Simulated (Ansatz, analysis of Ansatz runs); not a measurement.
## A hop of H in CaLa2S4 (I-42d), charge +1

Wanted: path and barrier of a jump of H in CaLa2S4 (I-42d) at charge +1. The case: H turning about S, in a cell of 112 host atoms with 1 H put in.

Calculated with Ansatz 0.2.0; plane-wave PAW DFT, PBEsol; nudged elastic band between two relaxed defect structures at fixed charge in a uniform background.

## (1) The structure

The cell holds 113 atoms: 16 Ca, 32 La, 64 S and 1 H. Its edges and angles: a = 14.831 Å, b = 14.831 Å, c = 14.831 Å, α = 109.6°, β = 109.6°, γ = 109.2°. It derives from CaLa2S4 (space group I-42d). Nearest the centre at fractional (0.578, 0.651, 0.718): S106 at 0.74 Å, H113 at 1.10 Å, La104 at 2.28 Å, Ca99 at 2.78 Å, S27 at 2.91 Å, S107 at 2.91 Å, Ca44 at 3.12 Å, La102 at 3.15 Å. The cell carries charge +1.

The cell's shortest repeat is 14.8 Å.

## (2) Relaxation of the start point, charge +1

The ends come first: from an unrelaxed start the top is counted from too high an energy, and the barrier comes out too low. Small random displacements break the symmetry of the ideal sites, so that the defect can distort if it gains by it. The charge of +1 is set by the electron count, and a uniform background keeps the cell neutral.

qp1_c112k1s.start/input.yaml

```yaml
crystal:
  lattice:
    - [-8.54729057, 8.54729057, 8.59293813]
    - [8.54729057, -8.54729057, 8.59293813]
    - [8.54729057, 8.54729057, -8.59293813]
  atoms:
    - { symbol: Ca, position: [0.0, 0.0, 0.0] }
    - { symbol: Ca, position: [0.375, 0.125, 0.25] }
[... 2 atom lines left out ...]
    - { symbol: La, position: [0.1875, 0.3772161, 0.4397161] }
[... 3 atom lines left out ...]
    - { symbol: S, position: [0.31240224, 0.2610014, 0.37396223] }
    - { symbol: S, position: [0.48796083, 0.3639986, 0.30140084] }
[... 6 atom lines left out ...]
    - { symbol: La, position: [0.4375, 0.2477839, 0.5602839] }
    - { symbol: La, position: [0.2522161, 0.3125, 0.6897161] }
[... 5 atom lines left out ...]
    - { symbol: S, position: [0.48796083, 0.3639986, 0.80140084] }
    - { symbol: S, position: [0.1360014, 0.43740224, 0.62396223] }
[... 1 atom line left out ...]
    - { symbol: S, position: [0.38703917, 0.43844001, 0.62603777] }
[... 3 atom lines left out ...]
    - { symbol: La, position: [0.4375, 0.7477839, 0.0602839] }
[... 8 atom lines left out ...]
    - { symbol: S, position: [0.31344001, 0.51203917, 0.37603777] }
[... 3 atom lines left out ...]
    - { symbol: Ca, position: [0.375, 0.625, 0.75] }
    - { symbol: La, position: [0.4375, 0.7477839, 0.5602839] }
    - { symbol: La, position: [0.2522161, 0.8125, 0.6897161] }
[... 4 atom lines left out ...]
    - { symbol: S, position: [0.31240224, 0.7610014, 0.87396223] }
    - { symbol: S, position: [0.48796083, 0.8639986, 0.80140084] }
[... 1 atom line left out ...]
    - { symbol: S, position: [0.31344001, 0.51203917, 0.87603777] }
[... 1 atom line left out ...]
    - { symbol: S, position: [0.2389986, 0.61296083, 0.55140084] }
[... 4 atom lines left out ...]
    - { symbol: La, position: [0.6875, 0.3772161, 0.4397161] }
[... 8 atom lines left out ...]
    - { symbol: S, position: [0.7389986, 0.11296083, 0.05140084] }
[... 5 atom lines left out ...]
    - { symbol: La, position: [0.6227839, 0.0625, 0.8102839] }
[... 4 atom lines left out ...]
    - { symbol: S, position: [0.6360014, 0.43740224, 0.62396223] }
    - { symbol: S, position: [0.81344001, 0.01203917, 0.87603777] }
[... 2 atom lines left out ...]
    - { symbol: Ca, position: [0.5, 0.5, 0.0] }
[... 1 atom line left out ...]
    - { symbol: La, position: [0.9375, 0.7477839, 0.0602839] }
    - { symbol: La, position: [0.7522161, 0.8125, 0.1897161] }
[... 1 atom line left out ...]
    - { symbol: La, position: [0.6227839, 0.5625, 0.3102839] }
    - { symbol: S, position: [0.56155999, 0.68759776, 0.44859916] }
[... 3 atom lines left out ...]
    - { symbol: S, position: [0.6360014, 0.93740224, 0.12396223] }
[... 1 atom line left out ...]
    - { symbol: S, position: [0.88703917, 0.93844001, 0.12603777] }
    - { symbol: S, position: [0.7389986, 0.61296083, 0.05140084] }
    - { symbol: Ca, position: [0.5, 0.5, 0.5] }
    - { symbol: Ca, position: [0.875, 0.625, 0.75] }
[... 1 atom line left out ...]
    - { symbol: La, position: [0.7522161, 0.8125, 0.6897161] }
    - { symbol: La, position: [0.6875, 0.8772161, 0.9397161] }
    - { symbol: La, position: [0.6227839, 0.5625, 0.8102839] }
    - { symbol: S, position: [0.56155999, 0.68759776, 0.94859916] }
    - { symbol: S, position: [0.56259776, 0.68655999, 0.69859916] }
    - { symbol: S, position: [0.81240224, 0.7610014, 0.87396223] }
    - { symbol: S, position: [0.98796083, 0.8639986, 0.80140084] }
    - { symbol: S, position: [0.6360014, 0.93740224, 0.62396223] }
    - { symbol: S, position: [0.81344001, 0.51203917, 0.87603777] }
    - { symbol: S, position: [0.88703917, 0.93844001, 0.62603777] }
    - { symbol: S, position: [0.7389986, 0.61296083, 0.55140084] }
    - { symbol: H, position: [0.664705, 0.715766, 0.768421] }
total_charge: 1
basis:
  ecutwfc: 420
  xc_grid: 2
hamiltonian:
  xc: pbesol
kpoints:
  mp_grid: { grid: [1, 1, 1], shift: [0.25, 0.25, 0.25] }
scf:
  occupations: { method: fixed }
  max_iter: 120
output:
  forces: true
relax:
  f_tol: 0.02
  max_steps: 70
  random_displacement: { amplitude: 0.03, seed: 3292 }
```

Run with:

```sh
$ ansatz run input.yaml --threads 4 --pin off --max-ram 14131MiB --backend cpu --events-out ev --progress --plain --runs-dir out
```

The log of the run:

```text
The last accepted step is kept in <dir> (removed where the run ends without a failure and the disk answers)
Engine: ansatz 0.2.0, aarch64-unknown-linux-gnu
Pseudopotentials: kind: paw
Pseudopotential: Ca, paw, valence charge 10, recommended cutoff 420 eV (normal), Ca.paw.azcp
Pseudopotential: La, paw, valence charge 11, recommended cutoff 420 eV (normal), La.paw.azcp
Pseudopotential: S, paw, valence charge 6, recommended cutoff 420 eV (normal), S.paw.azcp
Pseudopotential: H, paw, valence charge 1, recommended cutoff 420 eV (normal), H.paw.azcp
Functional definition: PBEsol
  exchange = pbesol_x
  correlation = pbesol_c
Crystal: 113 atoms, lattice volume = 2511.069 Å³
Basis set: ecut = 420 eV, 49093 PW (Γ), exchange–correlation on 200×200×200 points (8 copies of the dense FFT grid, shifted against one another)
Bands: 561, of which v1, the nominal top of the filled ones, is band 448 counted from 1 (447 counted from 0)
Symmetry: 1 space group operations
k-points: 1
Non-local potential: Ca, projectors of the file, l = 0: 3, l = 1: 2, l = 2: 2
Non-local potential: La, projectors of the file, l = 0: 3, l = 1: 2, l = 2: 2, l = 3: 3
Non-local potential: S, projectors of the file, l = 0: 2, l = 1: 2, l = 2: 2
Non-local potential: H, projectors of the file, l = 0: 2, l = 1: 1
PAW form: soft (Blöchl's): semilocal exchange-correlation on the pseudo side does not see the compensation charge
PAW frozen core: Ca, regenerated for the run's functional, and the local potential with it (the file was generated under x = pbe(κ = 0.804, μ = 0.219515), c = pbe(β = 0.066725))
PAW frozen core: La, regenerated for the run's functional, and the local potential with it (the file was generated under x = pbe(κ = 0.804, μ = 0.219515), c = pbe(β = 0.066725))
PAW frozen core: S, regenerated for the run's functional, and the local potential with it (the file was generated under x = pbe(κ = 0.804, μ = 0.219515), c = pbe(β = 0.066725))
PAW one-centre angular grid: Ca, 110 points (default); XC on 64 Gauss nodes
PAW one-centre angular grid: La, 590 points (default); XC on 64 Gauss nodes
PAW one-centre angular grid: S, 110 points (default); XC on 64 Gauss nodes
PAW one-centre angular grid: H, 110 points (default); XC on 64 Gauss nodes
Initial density: superposition of atomic densities (neutral atoms scaled as one to the charged cell's electrons: chi_scale 0, normalization atom), corrected by the library's trained network
Initial wavefunctions: pseudopotential atomic-orbital guess
Functional: x = pbesol(κ = 0.804, μ = 0.123457), c = pbesol(β = 0.046)
SCF iter   1: F=—  HF=-282768.781193 eV  |F-HF|=—  |Δ(HF+E_count)|=         —  Δρ=5.60e-3  dr2=1.22e0  ethr=1.77e-3  ⟨swp⟩=6.0  Hψ=1836  notcnv=0  defer=109
preconditioner: auto → Resta (q_TF=auto, 2.298 Å⁻¹)  ε∞=4.2  [insulator: Δε(μ)=2.252 eV  Ē_g=11.776 eV  n_scr=530 (ndim 8)  ℏωp=21.0 eV  f_vac=0.000  ε∞_Penn≈4.2]
SCF iter   2: F=—  HF=-282768.551274 eV  |F-HF|=—  |Δ(HF+E_count)|=   2.30e-1  Δρ=2.16e-3  dr2=1.07e-1  ethr=1.36e-4  ⟨swp⟩=4.0  Hψ=863  notcnv=0  defer=111
SCF iter   3: F=—  HF=-282768.548955 eV  |F-HF|=—  |Δ(HF+E_count)|=   2.32e-3  Δρ=8.44e-4  dr2=1.40e-2  ethr=1.20e-5  ⟨swp⟩=4.0  Hψ=715  notcnv=0  defer=111
SCF iter   4: F=—  HF=-282768.551063 eV  |F-HF|=—  |Δ(HF+E_count)|=   2.11e-3  Δρ=1.33e-4  dr2=4.77e-4  ethr=1.56e-6  ⟨swp⟩=3.0  Hψ=889  notcnv=0  defer=111
SCF iter   5: F=—  HF=-282768.551459 eV  |F-HF|=—  |Δ(HF+E_count)|=   3.96e-4  Δρ=3.41e-5  dr2=6.13e-5  ethr=5.33e-8  ⟨swp⟩=2.0  Hψ=819  notcnv=0  defer=111
SCF iter   6: F=-282768.551456 eV  HF=-282768.551461 eV  |F-HF|=4.64e-6  |Δ(HF+E_count)|=   1.65e-6  Δρ=1.21e-5  dr2=9.28e-6  ethr=1.12e-9  ⟨swp⟩=5.0  Hψ=1894  notcnv=0
SCF 1 converged in 6 iterations: F = -282768.551456 eV  dr2 = 9.28e-6
  greatest PAW one-centre occupation: 0.995 electrons in one spin orbital (limit 2), on the Ca atom at site 84 (counted from 0), in its partial waves of l = 0
relax step   1: F+E_penalty+E_count = -282768.55145600 eV  Δ(F+E_penalty+E_count) = +0.000e0 eV  max|allowed force component| = 1.396e0 eV/Å  Δτ_max = 0.0000 Å  (6 SCF iters, dr2 threshold 1.00e-5 eV, accepted)
[... the SCF cycles and remarks between the steps are left out from here to the last step ...]
relax step   2: F+E_penalty+E_count = -282768.98704737 eV  Δ(F+E_penalty+E_count) = -4.356e-1 eV  max|allowed force component| = 1.059e0 eV/Å  Δτ_max = 0.1949 Å  (5 SCF iters, dr2 threshold 1.00e-4 eV, accepted)
relax step   3: F+E_penalty+E_count = -282769.20304795 eV  Δ(F+E_penalty+E_count) = -2.160e-1 eV  max|allowed force component| = 1.109e0 eV/Å  Δτ_max = 0.2000 Å  (5 SCF iters, dr2 threshold 7.01e-5 eV, accepted)
relax step   4: F+E_penalty+E_count = -282769.31199246 eV  Δ(F+E_penalty+E_count) = -1.089e-1 eV  max|allowed force component| = 2.583e-1 eV/Å  Δτ_max = 0.0757 Å  (4 SCF iters, dr2 threshold 1.00e-4 eV, accepted)
relax step   5: F+E_penalty+E_count = -282769.32346143 eV  Δ(F+E_penalty+E_count) = -1.147e-2 eV  max|allowed force component| = 6.476e-2 eV/Å  Δτ_max = 0.0342 Å  (5 SCF iters, dr2 threshold 4.17e-6 eV, accepted)
relax step   6: F+E_penalty+E_count = -282769.32490178 eV  Δ(F+E_penalty+E_count) = -1.440e-3 eV  max|allowed force component| = 3.668e-2 eV/Å  Δτ_max = 0.0398 Å  (6 SCF iters, accepted)
SCF iter   1: F=—  HF=-282769.326090 eV  |F-HF|=—  |Δ(HF+E_count)|=         —  Δρ=1.81e-4  dr2=1.10e-3  ethr=1.20e-6  ⟨swp⟩=4.0  Hψ=1360  notcnv=0  defer=111
SCF iter   2: F=—  HF=-282769.325868 eV  |F-HF|=—  |Δ(HF+E_count)|=   2.22e-4  Δρ=8.89e-5  dr2=1.91e-4  ethr=1.23e-7  ⟨swp⟩=2.0  Hψ=997  notcnv=0  defer=111
SCF iter   3: F=—  HF=-282769.325827 eV  |F-HF|=—  |Δ(HF+E_count)|=   4.07e-5  Δρ=2.09e-5  dr2=1.09e-5  ethr=2.13e-8  ⟨swp⟩=2.0  Hψ=859  notcnv=0  defer=106
SCF iter   4: F=—  HF=-282769.326047 eV  |F-HF|=—  |Δ(HF+E_count)|=   2.20e-4  Δρ=4.16e-6  dr2=7.63e-7  ethr=1.22e-9  ⟨swp⟩=2.0  Hψ=894  notcnv=0  defer=99
SCF iter   5: F=-282769.326047 eV  HF=-282769.326047 eV  |F-HF|=1.92e-8  |Δ(HF+E_count)|=   7.04e-9  Δρ=1.38e-6  dr2=6.52e-8  ethr=1.12e-11  ⟨swp⟩=5.0  Hψ=1936  notcnv=0
SCF 7 converged in 5 iterations: F = -282769.326047 eV  dr2 = 6.52e-8
relax step   7: F+E_penalty+E_count = -282769.32604698 eV  Δ(F+E_penalty+E_count) = -1.145e-3 eV  max|allowed force component| = 4.748e-3 eV/Å  Δτ_max = 0.0185 Å  (5 SCF iters, accepted)
SCF converged after 5 iterations
Free energy (F): -282769.326047 eV
Harris-Foulkes:  -282769.326047 eV  (|F-HF|=1.92e-8)
Internal energy: -282769.326047 eV  (E = F + TS)
E sigma→0 (E₀):  -282769.326047 eV
Fermi energy:    8.647657 eV
--- Per-component energies (eV) ---
  E_band       = -2285.645767
  E_kinetic    = 17504.253669
  E_local      = -25359.483420  (includes V_loc(G=0)·N_el)
  E_nonlocal   = 5991.298806
  E_hartree    = 8090.259820
  E_xc         = -12830.807493
  E_vxc        = -13132.617273  (∫ρ·V_xc dr)
  E_paw        = -221320.907585  (= ΣΔE_a)
  E_vpaw       = -3469.615654  (= ΣTr[D̂ρ^β])
  E_aug_tail   = -0.000972  (compensation charges beyond the density's cutoff)
  E_ewald      = -54855.228638
  E_core_change = 11.289767  (= ΣΔE_core)
  E_smearing   = -0.000000  (= −TS)
  E_closure    = -0.000000  (closes the sum)
  E_deformation_potential = 17.516079  (in the stress; not in F)
  Σ components = -282769.326047   (vs F -282769.326047, Δ=0.00e0)
--- Forces (eV/Å), atoms counted from 1 ---
  atom   1  Ca    -0.00235691    -0.00186225    -0.00040588
  atom   2  Ca    -0.00023333     0.00037869     0.00117317
  [... 24 atoms left out ...]
  atom  27  S      0.00141308    -0.00206717    -0.00077253
  [... 16 atoms left out ...]
  atom  44  Ca    -0.00270038     0.00202016     0.00109454
  [... 54 atoms left out ...]
  atom  99  Ca    -0.00398063     0.00077947    -0.00032557
  [... 2 atoms left out ...]
  atom 102  La    -0.00222334    -0.00100073     0.00006239
  atom 103  La    -0.00249090     0.00001324     0.00002825
  atom 104  La    -0.00261769     0.00091695     0.00013109
  atom 105  S     -0.00049445    -0.00212919     0.00167848
  atom 106  S      0.00445865    -0.00313185    -0.00148949
  atom 107  S      0.00411669     0.00403451     0.00288524
  [... 5 atoms left out ...]
  atom 113  H      0.00279555    -0.00033783    -0.00006039
  max |Σ_I F_I| component: 6.33e-5 eV/Å
--- Relaxed structure (7 steps of the walk, 7 accepted, 0 SCFs on fresh bases) ---
  F+E_penalty+E_count = -282769.32604698 eV   max|allowed force component| = 4.748e-3 eV/Å
  atoms:
    - { symbol: Ca, position: [0.002862, 0.005046, 0.001000] }
    - { symbol: Ca, position: [0.374588, 0.125148, 0.249546] }
    [... 24 atoms left out ...]
    - { symbol: S, position: [0.387830, 0.438946, 0.627716] }
    [... 16 atoms left out ...]
    - { symbol: Ca, position: [0.371501, 0.623016, 0.751674] }
    [... 54 atoms left out ...]
    - { symbol: Ca, position: [0.499995, 0.497296, 0.497627] }
    [... 2 atoms left out ...]
    - { symbol: La, position: [0.755149, 0.818727, 0.684438] }
    - { symbol: La, position: [0.687186, 0.881812, 0.944112] }
    - { symbol: La, position: [0.619218, 0.554172, 0.813070] }
    - { symbol: S, position: [0.562002, 0.688051, 0.947873] }
    - { symbol: S, position: [0.564592, 0.685280, 0.697872] }
    - { symbol: S, position: [0.809737, 0.758157, 0.870174] }
    [... 5 atoms left out ...]
    - { symbol: H, position: [0.687164, 0.717493, 0.779794] }
```

The job ended after 7.4 min (4 threads of Arm Neoverse V2, shared host; peak memory 6.4 GiB; 29 min of CPU time).

Reading the cycles: dr2 is the Hartree energy of the density residual (eV), the measure of convergence; HF is the Harris–Foulkes estimate of the energy, which meets the free energy F at convergence.

Step by step:

| step | energy less that of the first step (eV) | largest force component (eV/Å) |
| --- | --- | --- |
| 1 | 0.0000 | 1.3962 |
| 2 | -0.4356 | 1.0590 |
| 3 | -0.6516 | 1.1094 |
| 4 | -0.7605 | 0.2583 |
| 5 | -0.7720 | 0.0648 |
| 6 | -0.7734 | 0.0367 |
| 7 | -0.7746 | 0.0047 |

The atoms that moved most (Å, from the sites as typed, ahead of the random displacement, the mean shift of all atoms taken out):

| atom | dx | dy | dz | length |
| --- | --- | --- | --- | --- |
| H113 | -0.079 | 0.276 | 0.110 | 0.308 |
| La102 | -0.016 | -0.071 | 0.124 | 0.144 |
| La104 | -0.016 | 0.066 | -0.126 | 0.143 |
| La103 | 0.081 | -0.002 | -0.001 | 0.081 |
| Ca44 | 0.028 | 0.003 | -0.062 | 0.068 |
| Ca1 | 0.028 | -0.008 | 0.059 | 0.066 |
| S111 | -0.013 | -0.029 | 0.048 | 0.057 |
| S24 | -0.012 | 0.024 | -0.050 | 0.057 |

Neighbours of H113 at the end:

```csv
atom,distance (Å)
S106,1.602
S107,1.602
La104,2.580
La102,2.580
La103,2.809
Ca99,3.599
Ca100,3.599
S105,3.627
S82,3.627
S81,3.658
S112,3.658
```

Numbers from this step:

```
free energy                                                                                       : -282769.3260 eV
r.m.s. move of the farther half of the atoms                                                      : 0.01260 Å
largest move from the ideal geometry of this structure, a common shift of the far atoms taken out : 0.3108 Å
```

The relaxation gained 0.775 eV and ended with a largest force component of 0.0047 eV/Å.

[end of part 1 of 3]

[Long decimals in the printed logs are rounded to 6 places.]

[Repeated set-up lines and some long k-point lines are left out of the logs, and relaxed atomic positions are cut to six decimals.]

[Logs are printed without paths, hosts, clocks, repeated set-up lines and the standing remarks that a program may print on its own settings, such as how far it seeks lower states.]

[Hosts, paths, dates, database ids (printed as entryN), source tags and the programs' standing remarks are cut or masked in the printed files.]
